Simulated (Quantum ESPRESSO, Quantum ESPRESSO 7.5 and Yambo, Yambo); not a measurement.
## Quasiparticle gap of CaO (Lime) in Yambo

Aim: the G0W0 gap of CaO (Lime) on PBE, step by step.

Main program and level: Quantum ESPRESSO 7.5 and Yambo 5.3.0; PBE and many-body steps on it, plane waves.

Report form: the programs' logs are mostly left out.

## Step 1: Starting point

It takes space group Fm-3m (No. 225, cubic). The conventional cell has a = 4.813 Å, b = 4.813 Å, c = 4.813 Å, α = 90.00°, β = 90.00°, γ = 90.00°. Ca has 6 O at 2.41 Å nearest. Nearest to O lie 6 Ca at 2.41 Å. Farther neighbours and most contacts between anions are not listed.

The cell and positions come from the Crystallography Open Database and are kept as given unless a step says otherwise.

## Step 2: Ground state

This step: Quantum ESPRESSO 7.5; DFT, PBE, plane waves, norm-conserving pseudopotentials.

The ground-state density comes first.

The input, pw.in:

```
&control
  calculation = 'scf'
  prefix = 'x'
  outdir = 'o'
  pseudo_dir = 'pseudo'
/
&system
  ibrav = 0
  nat = 2
  ntyp = 2
  ecutwfc = 72.0
  nbnd = 13
  force_symmorphic = .true.
/
&electrons
  conv_thr = 1e-10
  electron_maxstep = 80
  mixing_beta = 0.5
/
ATOMIC_SPECIES
  Ca 40.078 Ca.upf
  O 15.999 O.upf
CELL_PARAMETERS angstrom
  -0.0000000000 2.4065000000 2.4065000000
  2.4065000000 -0.0000000000 2.4065000000
  2.4065000000 2.4065000000 -0.0000000000
ATOMIC_POSITIONS crystal
  Ca 0.0000000000 0.0000000000 0.0000000000
  O 0.5000000000 0.5000000000 0.5000000000
K_POINTS automatic
  8 8 8 0 0 0
```

Started as:

```bash
$ OMP_NUM_THREADS=1 mpirun -n 4 pw.x -nk 4 -in pw.in > pw.out
```

It took 4.7 s on 4 MPI ranks of Intel Xeon 6975P-C (Granite Rapids), shared host; peak memory 0.24 GiB.

Numbers from this step:

- total energy: -1507.1545 eV
- gap: 3.662 eV
- k of the valence top: 0, 0, 0
- k of the conduction bottom: 0, -0.5, -0.5
- least direct gap: 4.037 eV

The gap is indirect, with the least direct gap 0.37 eV higher.

## Step 3: Bands along the symmetry lines

Levels along a band path, at the cheap level, show where the edges lie and whether the meshes to come will hold them.

The input, pw.in:

```
&control
  calculation = 'bands'
  prefix = 'x'
  outdir = 'o'
  pseudo_dir = 'pseudo'
/
&system
  ibrav = 0
  nat = 2
  ntyp = 2
  ecutwfc = 72.0
  nbnd = 14
  force_symmorphic = .true.
/
&electrons
  conv_thr = 1e-9
  electron_maxstep = 80
  diago_full_acc = .true.
  diago_thr_init = 5e-6
/
ATOMIC_SPECIES
  Ca 40.078 Ca.upf
  O 15.999 O.upf
CELL_PARAMETERS angstrom
  -0.0000000000 2.4065000000 2.4065000000
  2.4065000000 -0.0000000000 2.4065000000
  2.4065000000 2.4065000000 -0.0000000000
ATOMIC_POSITIONS crystal
  Ca 0.0000000000 0.0000000000 0.0000000000
  O 0.5000000000 0.5000000000 0.5000000000
K_POINTS crystal
  50
  0.00000000 0.00000000 0.00000000 1
  0.06250000 0.00000000 0.06250000 1
  0.12500000 0.00000000 0.12500000 1
  0.18750000 0.00000000 0.18750000 1
  0.25000000 0.00000000 0.25000000 1
  0.31250000 0.00000000 0.31250000 1
  0.37500000 0.00000000 0.37500000 1
  0.43750000 0.00000000 0.43750000 1
  0.50000000 0.00000000 0.50000000 1
  0.51562500 0.03125000 0.51562500 1
  0.53125000 0.06250000 0.53125000 1
  0.54687500 0.09375000 0.54687500 1
  0.56250000 0.12500000 0.56250000 1
  0.57812500 0.15625000 0.57812500 1
  0.59375000 0.18750000 0.59375000 1
  0.60937500 0.21875000 0.60937500 1
  0.62500000 0.25000000 0.62500000 1
  0.37500000 0.37500000 0.75000000 1
  0.32812500 0.32812500 0.65625000 1
  0.28125000 0.28125000 0.56250000 1
  0.23437500 0.23437500 0.46875000 1
  0.18750000 0.18750000 0.37500000 1
  0.14062500 0.14062500 0.28125000 1
  0.09375000 0.09375000 0.18750000 1
  0.04687500 0.04687500 0.09375000 1
  0.00000000 0.00000000 0.00000000 1
  0.06250000 0.06250000 0.06250000 1
  0.12500000 0.12500000 0.12500000 1
  0.18750000 0.18750000 0.18750000 1
  0.25000000 0.25000000 0.25000000 1
  0.31250000 0.31250000 0.31250000 1
  0.37500000 0.37500000 0.37500000 1
  0.43750000 0.43750000 0.43750000 1
  0.50000000 0.50000000 0.50000000 1
  0.50000000 0.46875000 0.53125000 1
  0.50000000 0.43750000 0.56250000 1
  0.50000000 0.40625000 0.59375000 1
  0.50000000 0.37500000 0.62500000 1
  0.50000000 0.34375000 0.65625000 1
  0.50000000 0.31250000 0.68750000 1
  0.50000000 0.28125000 0.71875000 1
  0.50000000 0.25000000 0.75000000 1
  0.50000000 0.21875000 0.71875000 1
  0.50000000 0.18750000 0.68750000 1
  0.50000000 0.15625000 0.65625000 1
  0.50000000 0.12500000 0.62500000 1
  0.50000000 0.09375000 0.59375000 1
  0.50000000 0.06250000 0.56250000 1
  0.50000000 0.03125000 0.53125000 1
  0.50000000 0.00000000 0.50000000 1
```

It took 3.3 s on 4 MPI ranks; peak memory 0.22 GiB; 11 s of CPU time.

This step gave:

```
gap                        : 3.662 eV
k of the valence top       : 0, 0, 0
k of the conduction bottom : 0.5, 0, 0.5
least direct gap           : 4.037 eV
```

The gap is 3.662 eV, as in the run before at this level.

Electronic bands along the path, in eV, zero at the top of the highest filled band; v1 is the highest filled band, c1 the lowest empty one:

| point | v4 | v3 | v2 | v1 | c1 | c2 | c3 | c4 |
| --- | --- | --- | --- | --- | --- | --- | --- | --- |
| Γ | -15.46 | 0.00 | 0.00 | 0.00 | 4.71 | 6.23 | 6.23 | 6.23 |
| halfway | -14.95 | -1.66 | -0.30 | -0.30 | 4.72 | 6.60 | 8.04 | 8.04 |
| X | -15.23 | -1.30 | -0.37 | -0.37 | 3.66 | 8.02 | 8.87 | 9.50 |
| halfway | -15.12 | -1.28 | -0.69 | -0.50 | 4.09 | 8.21 | 8.91 | 9.12 |
| U | -14.87 | -1.32 | -1.20 | -0.77 | 5.14 | 7.97 | 8.54 | 9.02 |
| jump to K | -14.87 | -1.32 | -1.20 | -0.77 | 5.14 | 7.97 | 8.54 | 9.02 |
| halfway | -14.71 | -1.79 | -0.92 | -0.55 | 6.10 | 7.02 | 7.20 | 8.02 |
| Γ | -15.46 | 0.00 | 0.00 | 0.00 | 4.71 | 6.23 | 6.23 | 6.23 |
| halfway | -14.82 | -1.52 | -0.65 | -0.65 | 6.25 | 6.84 | 7.17 | 7.17 |
| L | -14.30 | -2.61 | -1.18 | -1.18 | 7.03 | 8.33 | 8.33 | 8.49 |
| halfway | -14.58 | -2.03 | -1.11 | -1.04 | 6.74 | 6.82 | 8.73 | 8.91 |
| W | -14.86 | -1.27 | -1.05 | -1.05 | 6.31 | 6.31 | 8.36 | 9.50 |
| halfway | -15.04 | -1.25 | -0.84 | -0.66 | 4.49 | 8.25 | 8.28 | 9.38 |
| X | -15.23 | -1.30 | -0.37 | -0.37 | 3.66 | 8.02 | 8.87 | 9.50 |

## Step 4: Empty states on the mesh, 8×8×8 mesh, 124 bands

The sums over transitions need many empty states on a uniform mesh; this step solves for them.

The input, pw.in:

```
&control
  calculation = 'nscf'
  prefix = 'x'
  outdir = 'o'
  pseudo_dir = 'pseudo'
/
&system
  ibrav = 0
  nat = 2
  ntyp = 2
  ecutwfc = 72.0
  nbnd = 124
  force_symmorphic = .true.
/
&electrons
  conv_thr = 1e-9
  electron_maxstep = 80
  diago_full_acc = .true.
  diago_thr_init = 5e-6
/
ATOMIC_SPECIES
  Ca 40.078 Ca.upf
  O 15.999 O.upf
CELL_PARAMETERS angstrom
  -0.0000000000 2.4065000000 2.4065000000
  2.4065000000 -0.0000000000 2.4065000000
  2.4065000000 2.4065000000 -0.0000000000
ATOMIC_POSITIONS crystal
  Ca 0.0000000000 0.0000000000 0.0000000000
  O 0.5000000000 0.5000000000 0.5000000000
K_POINTS automatic
  8 8 8 0 0 0
```

Wall time 12 s (4 MPI ranks); peak memory 0.3 GiB; 45 s of CPU time.

Numbers from this step:

```yaml
gap: 3.662 eV
k_of_the_valence_top: 0, 0, 0
k_of_the_conduction_bottom: 0, -0.5, -0.5
least_direct_gap: 4.037 eV
k_points_computed: 29
lowest_point_of_the_top_converged_band_above_the_valence_top: 135.3671 eV
```

On this mesh the gap is 3.662 eV.

## Step 5: Conversion and set-up

This step: Yambo 5.3.0; conversion and set-up on PBE, plane waves, norm-conserving pseudopotentials.

The states are converted to the many-body program's format and the q mesh is built.

Started as:

```bash
$ (cd o/x.save; p2y > p2y.log; mv SAVE ../..); yambo > setup.log
```

Run time: 2.9 s. Hardware: 1 MPI rank; peak memory 0.24 GiB.

## Step 6: Screening and self-energy, 8×8×8 mesh, 124 bands, screening to 210.9 eV

G0W0 replaces the xc potential by the self-energy, built once from these orbitals. Only a window of levels is corrected, while the sums run over the empty bands that the input names.

This step: G0W0 on PBE, plane waves, norm-conserving pseudopotentials.

The input, gw1.in:

```
HF_and_locXC
gw0
dyson
ppa
em1d
rim_cut
RandQpts= 1000000
RandGvec= 1 RL
EXXRLvcs= 72 Ry
VXCRLvcs= 288 Ry
Chimod= "HARTREE"
% BndsRnXp
 1 | 124 |
%
NGsBlkXp= 15.5 Ry
% LongDrXp
 1 | 1 | 1 |
%
% GbndRnge
 1 | 124 |
%
DysSolver= "n"
ExtendOut
PPAPntXp= 27.21138 eV
% QPkrange
 1 | 1 | 7 | 10 |
 21 | 21 | 7 | 10 |
%
```

Started as:

```bash
$ OMP_NUM_THREADS=1 mpirun -n 4 yambo -F gw1.in -J gw1 -C gw1 > gw1.log
```

Wall time 12 min (4 MPI ranks); peak memory 2 GiB.

This step gave:

- G0W0 gap on the points computed: 5.798 eV
- starting gap on the mesh: 3.662 eV
- k of the valence top: 0, 0, 0
- k of the conduction bottom: 0, -0.5, -0.5
- least direct G0W0 gap on the computed points: 6.190 eV
- Z at the valence top: 0.7812
- Z at the conduction bottom: 0.8500

The gap on the mesh goes from 3.66 eV to 5.80 eV, a correction of +2.14 eV.

Limits: finite bands, cutoff and mesh. v1 is the top filled band, c1 the lowest empty one. Levels before and after the correction, in eV, zero at the valence-band top of each column:

|  | conduction bottom | valence top |
| --- | --- | --- |
| Kohn-Sham | 3.66 | 0.00 |
| G0W0 | 5.80 | 0.00 |

|  | level | energy (eV) |
| --- | --- | --- |
| Kohn-Sham | Γ v2-v1 | 0.000 |
| Kohn-Sham | Γ c1 | 4.715 |
| Kohn-Sham | Γ c2 | 6.228 |
| Kohn-Sham | (0 -0.5 -0.5) v2-v1 | -0.374 |
| Kohn-Sham | (0 -0.5 -0.5) c1 | 3.662 |
| Kohn-Sham | (0 -0.5 -0.5) c2 | 8.023 |
| G0W0 | Γ v2-v1 | 0.000 |
| G0W0 | Γ c1 | 6.190 |
| G0W0 | Γ c2 | 9.033 |
| G0W0 | (0 -0.5 -0.5) v2-v1 | -0.487 |
| G0W0 | (0 -0.5 -0.5) c1 | 5.798 |
| G0W0 | (0 -0.5 -0.5) c2 | 11.053 |

## Step 7: Where the time went

Times are wall times on the hardware named with each run, good to a factor of about two.

| step | time | share | memory (GiB) |
| --- | --- | --- | --- |
| ground state | 4.7 s | 1 % | 0.24 |
| bands along the symmetry lines | 3.3 s | 0 % | 0.22 |
| empty states on the mesh | 12 s | 2 % | 0.3 |
| conversion and set-up | 2.9 s | 0 % | 0.24 |
| screening and self-energy | 12 min | 97 % | 2.0 |

## Step 8: Outcome

| Quantity | Value |
| --- | --- |
| PBE gap | 3.66 eV, indirect |
| G0W0 gap on the mesh | 5.80 eV |
| GW settings | 8×8×8 mesh, 124 bands, screening to 210.9 eV, Godby-Needs plasmon pole |
| known limits | not at the basis limit |

**Reading.** G0W0 moves the gap on the mesh from 3.66 eV to 5.80 eV (+2.14 eV), with Z of 0.78 and 0.85 at the edges. Only 2 of the mesh's irreducible points were corrected, so a valley elsewhere could overtake. The dearest step here is «screening and self-energy». Bands and cutoff are finite, so the gap is not at the basis limit. The miss can reach some tenths of an eV and take either sign; the mesh is an error of its own. In the G0W0 run levels were corrected at 2 k points alone, so a gap called «on the mesh» is the least over those, and an edge elsewhere would be missed.

[Paths, hosts, dates, memory and timing lines, banners, echoed tables and standing remarks are left out of the program output.]

[Logs are printed without paths, hosts, clocks, repeated set-up lines and the standing remarks that a program may print on its own settings, such as how far it seeks lower states.]

[Runs of the session that timed out or met a known fault of the program may be left out.]

[Hosts, paths, dates, database ids (printed as entryN), source tags and the programs' standing remarks are cut or masked in the printed files.]
